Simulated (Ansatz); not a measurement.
**K on Zr(0001): change of the work function**

How does K on the fcc site change the work function of Zr(0001) as the layer fills?

Main program and level: Ansatz 0.2.0; plane-wave DFT, PBE, Ansatz PAW.

Most raw output is cut from this account.

### Step 1. The starting structure

The cell holds 4 atoms: 4 Zr. Cell: a = 3.230 Å, b = 3.230 Å, c = 25.718 Å, α = 90.0°, β = 90.0°, γ = 60.0°. Vacuum lies along c.

### Step 2. The clean slab

The bare slab comes first, as the zero from which every change is counted. The two lowest layers are held at bulk places and the upper ones relax. The dipole correction removes the false field that a one-sided slab makes across the periodic vacuum, so each face gets a flat vacuum level of its own.

The input, input.yaml:

```yaml
crystal:
  lattice:
    - [3.23, 0.0, 0.0]
    - [1.615, 2.7972620542, 0.0]
    - [0.0, 0.0, 25.718085]
  atoms:
    - { symbol: Zr, position: [0.6666666667, 0.6666666667, 0.3499482951] }
    - { symbol: Zr, position: [0.0, 0.0, 0.449982765] }
    - { symbol: Zr, position: [0.6666666667, 0.6666666667, 0.550017235] }
    - { symbol: Zr, position: [0.0, 0.0, 0.6500517049] }
kpoints:
  mp_grid: { grid: [12, 12, 1] }
hamiltonian:
  xc: pbe
scf:
  occupations: { method: fermi_dirac, width: 0.1 }
  convergence: { dr2_threshold: 1.0e-08 }
efield:
  axis: 3
  dipole_correction: true
  ramp_position: 0.97
  ramp_width: 0.06
relax:
  f_tol: 0.02
  max_steps: 60
  constraints: [{ sites: [0, 1] }]
output:
  write_potential: true
  write_density: true
  volumetric_format: npy
```

Run with:

```bash
> ansatz run input.yaml --threads 4 --pin off --max-ram 16384MiB --backend cpu --events-out ev --progress --plain --runs-dir out
```

Elapsed: 12 s, on 4 threads of Arm Neoverse V1, shared host; peak memory 0.58 GiB.

Relaxation path:

| step | energy less that of the first step (eV) | largest force component (eV/Å) |
| --- | --- | --- |
| 1 | 0.0000 | 0.6086 |
| 2 | -0.0225 | 0.4689 |
| 3 | -0.0383 | 0.0532 |
| 4 | -0.0387 | 0.0081 |

The run keeps the 6 symmetry operations that it works with, so distortions that break them were not tested.

The atoms that moved most (Å):

| atom | dx | dy | dz | length |
| --- | --- | --- | --- | --- |
| Zr3 | 0.000 | 0.000 | 0.100 | 0.100 |
| Zr4 | 0.000 | 0.000 | -0.033 | 0.033 |

Final coordinates:

```xyz
4
Lattice="3.2300 0.0000 0.0000 1.6150 2.7973 0.0000 0.0000 0.0000 25.7181" Properties=species:S:1:pos:R:3
Zr    3.2300    1.8648    9.0000
Zr    0.0000    0.0000   11.5727
Zr    3.2300    1.8648   14.2450
Zr    0.0000    0.0000   16.6846
```

Numbers from this step:

| Item | Value |
| --- | --- |
| energy at zero smearing | -16733.4762 eV |
| work function, upper face | 4.165 eV |
| dipole along the normal | 7.18e-4 e·Å |

Running mean over 2.573 Å of the planar mean; the ramp of the sawtooth is left out. Electron's electrostatic potential energy less the Fermi level against z:

z (Å), electron's electrostatic potential energy less the Fermi level (eV) and a bar from the least value:
```
      3.5       4.18 ##############################
      4.0       4.18 ##############################
      4.5       4.17 ##############################
      5.0       4.15 ##############################
      5.5       4.09 ##############################
      6.0       3.92 #############################
      6.5       3.43 ############################
      7.0       2.15 #########################
      7.5      -1.01 ##################
      8.0      -5.14 #########
      8.5      -7.74 ####
      9.0      -8.45 ##
      9.5      -8.43 ##
     10.0      -8.32 ##
     10.5      -8.28 ##
     11.0      -8.29 ##
     11.5      -8.29 ##
     12.0      -8.16 ###
     12.5      -7.78 ###
     13.0      -7.60 ####
     13.5      -7.92 ###
     14.0      -8.25 ##
     14.5      -8.50 ##
     15.0      -9.02 #
     15.5      -9.34 
     16.0      -9.04 #
     16.5      -8.65 ##
     17.0      -8.19 ###
     17.5      -6.36 #######
     18.0      -2.56 ###############
     18.5       1.19 #######################
     19.0       3.09 ############################
     19.5       3.78 #############################
     20.0       4.03 ##############################
     20.5       4.12 ##############################
     21.0       4.15 ##############################
     21.5       4.16 ##############################
     22.0       4.16 ##############################
     22.5       4.16 ##############################
```

The relaxation took 4 steps and lowered the energy by 0.039 eV; the largest force on the free atoms ends at 0.0081 eV/Å.

The work function of the upper face is 4.17 eV.

### Step 3. The covered slab, k-mesh 4×4×1, coverage 0.111 ML

System of this step: K/Zr(0001). The cell holds 37 atoms: 36 Zr and 1 K. Its edges and angles: a = 9.690 Å, b = 9.690 Å, c = 29.102 Å, α = 90.0°, β = 90.0°, γ = 60.0°. Vacuum lies along c.

The clean slab as it ended is repeated in the plane and the adsorbate is set on one face; the cell's size fixes the coverage, and the k-mesh shrinks with it to keep the sampling density about even. Adsorbate and upper layers relax, since the dipole depends on the height.

The input, input.yaml:

```yaml
crystal:
  lattice:
    - [9.69, 0.0, 0.0]
    - [4.845, 8.3917861626, 0.0]
    - [0.0, 0.0, 29.1023518564]
  atoms:
    - { symbol: Zr, position: [0.2222222222, 0.2222222222, 0.3092533567] }
    - { symbol: Zr, position: [0.0, 0.0, 0.397654975] }
    - { symbol: Zr, position: [0.2222222222, 0.2222222222, 0.4894779317] }
    - { symbol: Zr, position: [0.0, 0.0, 0.5733081075] }
    - { symbol: Zr, position: [0.2222222222, 0.5555555556, 0.3092533567] }
    - { symbol: Zr, position: [0.0, 0.3333333333, 0.397654975] }
    - { symbol: Zr, position: [0.2222222222, 0.5555555556, 0.4894779317] }
    - { symbol: Zr, position: [0.0, 0.3333333333, 0.5733081075] }
[... 25 atom lines left out ...]
    - { symbol: Zr, position: [0.6666666667, 0.6666666667, 0.397654975] }
    - { symbol: Zr, position: [0.8888888889, 0.8888888889, 0.4894779317] }
    - { symbol: Zr, position: [0.6666666667, 0.6666666667, 0.5733081075] }
    - { symbol: K, position: [0.1111111111, 0.1111111111, 0.6907466433] }
kpoints:
  mp_grid: { grid: [4, 4, 1] }
hamiltonian:
  xc: pbe
scf:
  occupations: { method: fermi_dirac, width: 0.1 }
  convergence: { dr2_threshold: 1.0e-08 }
efield:
  axis: 3
  dipole_correction: true
  ramp_position: 0.97
  ramp_width: 0.06
relax:
  f_tol: 0.02
  max_steps: 60
  constraints:
    - { sites: [0, 1, 4, 5, 8, 9, 12, 13, 16, 17, 20, 21, 24, 25, 28, 29, 32, 33] }
output:
  write_potential: true
  write_density: true
  volumetric_format: npy
```

The job ended after 11 min (4 threads; peak memory 10 GiB).

The steps of the relaxation:

| step | energy less that of the first step (eV) | largest force component (eV/Å) |
| --- | --- | --- |
| 1 | 0.0000 | 0.1343 |
| 2 | -0.0201 | 0.1169 |
| 3 | -0.0295 | 0.0513 |
| 4 | -0.0305 | 0.0235 |
| 5 | -0.0308 | 0.0031 |

The run keeps the 6 symmetry operations that it works with, so distortions that break them were not tested.

The atoms that moved most (Å):

| atom | dx | dy | dz | length |
| --- | --- | --- | --- | --- |
| K37 | 0.000 | 0.000 | -0.106 | 0.106 |
| Zr8 | 0.000 | -0.003 | -0.047 | 0.047 |
| Zr16 | -0.002 | 0.001 | -0.047 | 0.047 |
| Zr4 | 0.002 | 0.001 | -0.047 | 0.047 |
| Zr12 | -0.009 | 0.005 | 0.041 | 0.042 |
| Zr28 | 0.000 | -0.010 | 0.041 | 0.042 |
| Zr36 | 0.009 | 0.005 | 0.041 | 0.042 |
| Zr20 | -0.018 | -0.010 | 0.034 | 0.040 |

Final coordinates:

```
Zr K
1.0
     9.69000    0.00000    0.00000
     4.84500    8.39179    0.00000
     0.00000    0.00000   29.10235
Zr K
36 1
Direct
  0.22222 0.22222 0.30925
  0.00000 0.00000 0.39765
  0.22313 0.22313 0.48832
  0.00015 0.00015 0.57169
  0.22222 0.55556 0.30925
  0.00000 0.33333 0.39765
  0.22155 0.55589 0.49041
  0.00015 0.33303 0.57169
  0.22222 0.88889 0.30925
  0.00000 0.66667 0.39765
  0.22313 0.88708 0.48832
  0.99877 0.66728 0.57472
  0.55556 0.22222 0.30925
  0.33333 0.00000 0.39765
  0.55589 0.22155 0.49041
  0.33303 0.00015 0.57169
  0.55556 0.55556 0.30925
  0.33333 0.33333 0.39765
  0.55589 0.55589 0.49041
  0.33210 0.33210 0.57447
  0.55556 0.88889 0.30925
  0.33333 0.66667 0.39765
  0.55838 0.88748 0.48901
  0.33210 0.66913 0.57447
  0.88889 0.22222 0.30925
  0.66667 0.00000 0.39765
  0.88708 0.22313 0.48832
  0.66728 0.99877 0.57472
  0.88889 0.55556 0.30925
  0.66667 0.33333 0.39765
  0.88748 0.55838 0.48901
  0.66913 0.33210 0.57447
  0.88889 0.88889 0.30925
  0.66667 0.66667 0.39765
  0.88748 0.88748 0.48901
  0.66728 0.66728 0.57472
  0.11111 0.11111 0.68709
```

This step gave:

| Property | Result |
| --- | --- |
| energy at zero smearing | -152140.0341 eV |
| work function, upper face | 2.470 eV |
| work function, lower face | 4.192 eV |
| dipole along the normal | 0.7739 e·Å |
| step between the vacuum levels | -1.722 eV |

Running mean over 2.573 Å of the planar mean; the ramp of the sawtooth is left out. The electron's electrostatic potential energy less the Fermi level by z:

| z (Å) | electron's electrostatic potential energy less the Fermi level (eV) |
| --- | --- |
| 4 | 4.19 |
| 5 | 4.16 |
| 6 | 3.93 |
| 7 | 2.14 |
| 8 | -5.13 |
| 9 | -8.45 |
| 10 | -8.32 |
| 11 | -8.29 |
| 12 | -8.17 |
| 13 | -7.66 |
| 14 | -8.26 |
| 15 | -8.94 |
| 16 | -8.95 |
| 17 | -8.14 |
| 18 | -2.75 |
| 19 | 2.09 |
| 20 | 2.24 |
| 21 | 2.11 |
| 22 | 2.41 |
| 23 | 2.46 |
| 24 | 2.47 |
| 25 | 2.47 |

The relaxation took 5 steps and lowered the energy by 0.031 eV; the largest force on the free atoms ends at 0.0031 eV/Å.

The covered face has 2.47 eV, -1.70 eV against the clean one; the bare back face has moved by +0.01 eV, a measure of how thin the slab is.

### Step 4. The covered slab, k-mesh 6×6×1, coverage 0.25 ML

System of this step: K/Zr(0001). The cell holds 17 atoms: 16 Zr and 1 K. Its edges and angles: a = 6.460 Å, b = 6.460 Å, c = 29.102 Å, α = 90.0°, β = 90.0°, γ = 60.0°. Vacuum lies along c.

Another coverage, to see how the dipoles act on each other as their distance changes.

The input, input.yaml:

```yaml
crystal:
  lattice:
    - [6.46, 0.0, 0.0]
    - [3.23, 5.5945241084, 0.0]
    - [0.0, 0.0, 29.1023518564]
  atoms:
    - { symbol: Zr, position: [0.3333333333, 0.3333333333, 0.3092533567] }
    - { symbol: Zr, position: [0.0, 0.0, 0.397654975] }
    - { symbol: Zr, position: [0.3333333333, 0.3333333333, 0.4894779317] }
    - { symbol: Zr, position: [0.0, 0.0, 0.5733081075] }
    - { symbol: Zr, position: [0.3333333333, 0.8333333333, 0.3092533567] }
    - { symbol: Zr, position: [0.0, 0.5, 0.397654975] }
    - { symbol: Zr, position: [0.3333333333, 0.8333333333, 0.4894779317] }
    - { symbol: Zr, position: [0.0, 0.5, 0.5733081075] }
    - { symbol: Zr, position: [0.8333333333, 0.3333333333, 0.3092533567] }
    - { symbol: Zr, position: [0.5, 0.0, 0.397654975] }
    - { symbol: Zr, position: [0.8333333333, 0.3333333333, 0.4894779317] }
    - { symbol: Zr, position: [0.5, 0.0, 0.5733081075] }
    - { symbol: Zr, position: [0.8333333333, 0.8333333333, 0.3092533567] }
    - { symbol: Zr, position: [0.5, 0.5, 0.397654975] }
    - { symbol: Zr, position: [0.8333333333, 0.8333333333, 0.4894779317] }
    - { symbol: Zr, position: [0.5, 0.5, 0.5733081075] }
    - { symbol: K, position: [0.1666666667, 0.1666666667, 0.6907466433] }
kpoints:
  mp_grid: { grid: [6, 6, 1] }
hamiltonian:
  xc: pbe
scf:
  occupations: { method: fermi_dirac, width: 0.1 }
  convergence: { dr2_threshold: 1.0e-08 }
efield:
  axis: 3
  dipole_correction: true
  ramp_position: 0.97
  ramp_width: 0.06
relax:
  f_tol: 0.02
  max_steps: 60
  constraints: [{ sites: [0, 1, 4, 5, 8, 9, 12, 13] }]
output:
  dos: { projected: true, e_range: [-8, 4] }
  write_potential: true
  write_density: true
  volumetric_format: npy
  elf: true
```

Wall time 2.1 min (4 threads); peak memory 3 GiB; 8.2 min of CPU time.

Step by step:

| step | energy less that of the first step (eV) | largest force component (eV/Å) |
| --- | --- | --- |
| 1 | 0.0000 | 0.3911 |
| 2 | -0.0132 | 0.2698 |
| 3 | -0.0277 | 0.0737 |
| 4 | -0.0297 | 0.0140 |

The run keeps the 6 symmetry operations that it works with, so distortions that break them were not tested.

The atoms that moved most (Å):

| atom | dx | dy | dz | length |
| --- | --- | --- | --- | --- |
| K17 | 0.000 | 0.000 | -0.095 | 0.095 |
| Zr16 | 0.000 | 0.000 | 0.088 | 0.088 |
| Zr15 | 0.000 | 0.000 | -0.044 | 0.044 |
| Zr3 | 0.011 | 0.007 | -0.004 | 0.014 |
| Zr11 | -0.011 | 0.007 | -0.004 | 0.014 |
| Zr7 | 0.000 | -0.013 | -0.004 | 0.014 |
| Zr8 | 0.000 | 0.007 | 0.000 | 0.007 |
| Zr12 | 0.006 | -0.003 | 0.000 | 0.007 |

Final coordinates:

```
Zr K
1.0
     6.46000    0.00000    0.00000
     3.23000    5.59452    0.00000
     0.00000    0.00000   29.10235
Zr K
16 1
Direct
  0.33333 0.33333 0.30925
  0.00000 0.00000 0.39765
  0.33450 0.33450 0.48935
  0.99938 0.99938 0.57330
  0.33333 0.83333 0.30925
  0.00000 0.50000 0.39765
  0.33450 0.83101 0.48935
  0.99938 0.50124 0.57330
  0.83333 0.33333 0.30925
  0.50000 0.00000 0.39765
  0.83101 0.33450 0.48935
  0.50124 0.99938 0.57330
  0.83333 0.83333 0.30925
  0.50000 0.50000 0.39765
  0.83333 0.83333 0.48797
  0.50000 0.50000 0.57632
  0.16667 0.16667 0.68749
```

Numbers from this step:

```
energy at zero smearing        : -68472.5013 eV
work function, upper face      : 1.658 eV
work function, lower face      : 4.186 eV
dipole along the normal        : 0.5051 e·Å
step between the vacuum levels : -2.529 eV
```

Running mean over 2.573 Å of the planar mean; the ramp of the sawtooth is left out. Table of electron's electrostatic potential energy less the Fermi level by z:

z (Å), electron's electrostatic potential energy less the Fermi level (eV) and a bar from the least value:
```
        4       4.18 ##############################
        5       4.16 ##############################
        6       3.92 #############################
        7       2.14 #########################
        8      -5.13 #########
        9      -8.44 #
       10      -8.31 #
       11      -8.28 #
       12      -8.17 ##
       13      -7.71 ###
       14      -8.27 #
       15      -8.85 
       16      -8.86 
       17      -8.13 ##
       18      -3.00 #############
       19       1.05 #######################
       20       0.57 ######################
       21       0.50 ######################
       22       1.39 ########################
       23       1.60 ########################
       24       1.64 ########################
       25       1.65 ########################
```

The density of states has structure finer than the step of the table below, so its rows give means over 0.25 eV, whole bins alone (the curve runs from -8 to 0.99 eV). Peaks (eV: height): -0.990: 61.9, -0.930: 34.6, -0.750: 82.0, -0.210: 36.5, -0.060: 43.7, 0.300: 57.4, 0.840: 57.9.

The density of states by energy, zero at the Fermi level; means over each step:

| energy (eV) | density of states (states/eV a cell) |
| --- | --- |
| -5.50 | 0 |
| -5.25 | 0.189 |
| -5.00 | 1.11 |
| -4.75 | 1.18 |
| -4.50 | 1.22 |
| -4.25 | 2.30 |
| -4.00 | 3.20 |
| -3.75 | 2.68 |
| -3.50 | 2.44 |
| -3.25 | 6.77 |
| -3.00 | 3.65 |
| -2.75 | 13.9 |
| -2.50 | 15.8 |
| -2.25 | 19.7 |
| -2.00 | 23.9 |
| -1.75 | 15.0 |
| -1.50 | 16.7 |
| -1.25 | 18.6 |
| -1.00 | 28.4 |
| -0.75 | 37.6 |
| -0.50 | 11.5 |
| -0.25 | 24.2 |
| 0.00 | 29.0 |
| 0.25 | 31.0 |
| 0.50 | 28.1 |
| 0.75 | 33.2 |

Projected DOS per atom over height of the atomic layer and energy from the Fermi level. Layers: Zr4 Zr4 Zr4 Zr4 K from below.

Ten even steps from '_' (0.00 states/eV) to '@' (2.33 states/eV), each cell a mean:
```
%%####@@--
@@++++%%..
@@++==##..
++--::==..
######%%==
++==++**__
======--__
++****++__
--++++--__
..::::::__
........__
__________
__________
__________
__________
__________
__________
__________
__________
__________
__________
__________
```
Columns: height of the atomic layer (Å) from 9 to 20.0 (not evenly spaced); rows upwards: energy from the Fermi level (eV) from -7.96 to 0.945.

Valence density in the ca plane at fractional y = 0.000, with atoms of Zr within 0.2 Å of it. It is the smooth field of the valence electrons, not physical close to the nuclei.

Ten steps, logarithmic in the rise over the least value, from '0' (0.0 e/Å³) to '9' (3.9 e/Å³), each cell a mean:
```
47999853333334479998521100000000000000000000
46888643334433458986421100000000000000000000
34555433345543345554321100000000000000000000
33333333456643333333221100000000000000000000
33333333456643333333221100000000000000000000
34555433345543345654321100000000000000000000
46898643334443458987421100000000000000000000
47999853333334479998521100000000000000000000
58999853333344579999621100000000000000000000
47999743333433469998521111111000000000000000
35677533334443346775321112332100000000000000
33444333345543334443221124543200000000000000
33333333356654333333221124554210000000000000
33444333345543334443221124543200000000000000
35677533334443346775321112332100000000000000
47999743333433469998521111111000000000000000
58999853333344579999621100000000000000000000
```
Columns run along c (16.0 Å, from fractional 0.36 to 0.91 of the cell), rows up along a (6.5 Å). Atoms in or near the plane, at fractional coordinates: Zr at (0.40, 0.00), Zr at (0.57, 0.00), Zr at (0.40, 0.50), Zr at (0.57, 0.50).

Electrostatic potential energy in the ca plane at fractional y = 0.000, with atoms of Zr within 0.2 Å of it. With pseudopotentials it is smooth inside the atoms' cores, unlike the true potential.

Values in eV, 9 rows by 16 columns, each cell a mean:
```
-20 -48  -4   4   4 -13 -50  -8   6   6   6   6   6   6   6   6
  1  -5   3  -4  -3   2  -5   3   7   7   6   6   6   6   6   6
  3   0   3  -6  -5   3   0   4   7   7   6   6   6   6   6   6
-14 -38  -2   2   3  -9 -40  -5   6   7   6   6   6   6   6   6
-28 -59  -6   5   5 -20 -61 -13   5   5   5   5   6   6   6   6
 -8 -24   0   1   1  -4 -25  -1   5   1   2   5   5   6   6   6
  3   2   4  -6  -6   4   2   5   4  -4  -1   4   5   6   6   6
 -3 -13   2  -1  -1  -1 -13   1   5   0   1   4   5   6   6   6
-25 -56  -6   5   5 -17 -58 -11   5   4   4   5   6   6   6   6
```
Columns run along c (16.0 Å, from fractional 0.36 to 0.91 of the cell; values clipped at the 3rd and 97th percentile), rows up along a (6.5 Å). Atoms in or near the plane, at fractional coordinates: Zr at (0.40, 0.00), Zr at (0.57, 0.00), Zr at (0.40, 0.50), Zr at (0.57, 0.50).

ELF in the ca plane at fractional y = 0.000, with atoms of Zr within 0.2 Å of it. It is the smooth field of the valence electrons, not physical close to the nuclei.

Ten even steps from '0' (0.00) to '9' (0.77), each cell a mean:
```
28968933677786379589411221000000000000000000
24899523433344238996212332211111000000000000
32233233222223323432234433221111000000000000
54322453235422453223455543322110000000000000
54322353235422443223455543322110000000000000
32343233222223323432234433221111000000000000
24899523433344238996212332211110000000000000
28958933677786379589411221000000000000000000
38826943788996379269511210000000011000000000
26999723555565359998312100110000011100000000
22576323322233325763223102453100001110000000
43222243223322332222353015896300001110000000
55323454225522454324563027998410001110000000
43222243223322332222353015896300001110000000
22576323322233325763223102453100001110000000
26999723555565359998312100010000011100000000
39826943788996388269511210000000011000000000
```
Columns run along c (16.0 Å, from fractional 0.36 to 0.91 of the cell), rows up along a (6.5 Å). Atoms in or near the plane, at fractional coordinates: Zr at (0.40, 0.00), Zr at (0.57, 0.00), Zr at (0.40, 0.50), Zr at (0.57, 0.50).

The relaxation took 4 steps and lowered the energy by 0.030 eV; the largest force on the free atoms ends at 0.014 eV/Å.

By hand: a sheet of dipoles makes a step −p/(ε₀A) in the electron's potential. With e/ε₀ = 180.95 V·Å, p = 0.5051 e·Å and A = 36.14 Å², that is −180.95 × (0.5051) / 36.14 = -2.529 eV, and the two vacuum levels of the run differ by -2.529 eV.

The covered face has 1.66 eV, -2.51 eV against the clean one; the bare back face has moved by +0.01 eV, a measure of how thin the slab is.

### Step 5. Work function against coverage

This step: plane-wave DFT, PBE, Ansatz PAW; work function against coverage (Ansatz 0.2.0).

The runs are now put side by side.

Numbers from this step:

```yaml
work_function_of_the_clean_face: 4.165 eV
largest_change_of_the_work_function: -2.508 eV
```

The work function of the covered face by coverage:

| coverage (adsorbates/nm²) | work function of the covered face (eV) |
| --- | --- |
| 0.00 | 4.17 |
| 1.23 | 2.47 |
| 2.77 | 1.66 |

The dipole per adsorbate comes from the change of the cell's dipole. Coverage, by row:

| coverage (1/nm²) | coverage (ML) | work function (eV) | change (eV) | dipole per adsorbate, positive end outwards (debye) | mean height of the added atoms over the highest substrate atom (Å) |
| --- | --- | --- | --- | --- | --- |
| 1.23 | 0.1111 | 2.47 | -1.696 | 3.687 | 3.27 |
| 2.767 | 0.25 | 1.658 | -2.508 | 2.412 | 3.235 |

### Step 6. Summary of results

```yaml
work_function_of_the_clean_face: 4.17 eV
work_function_at_0p11_ml: 2.47 eV
work_function_at_0p25_ml: 1.66 eV
dipole_per_adsorbate_at_0p11_ml_positive_end_outwards: 3.69 D
```

**Reading.** K lowers the work function of Zr(0001) at the lowest coverage, by 1.70 eV: the adsorbate layer has its positive end outwards. The slab has 4 layers, at the tabulated experimental lattice constant, one starting site was run, and quantum-size effects of a slab this thin can reach one or two tenths of an eV.

[Logs are printed without paths, hosts, clocks, repeated set-up lines and the standing remarks that a program may print on its own settings, such as how far it seeks lower states.]

[Hosts, paths, dates, database ids (printed as entryN), source tags and the programs' standing remarks are cut or masked in the printed files.]

[Maps of the electrostatic potential energy from Ansatz leave out the sawtooth potential of an applied field or a dipole correction, so their vacuum need not be flat; planar profiles and work functions include it.]

[The density of states shown here was stored with 400 of the rows of the run's finer table, so its peaks can read low, often by over a quarter, or be missed, and its means over a window can be off by a tenth or more.]
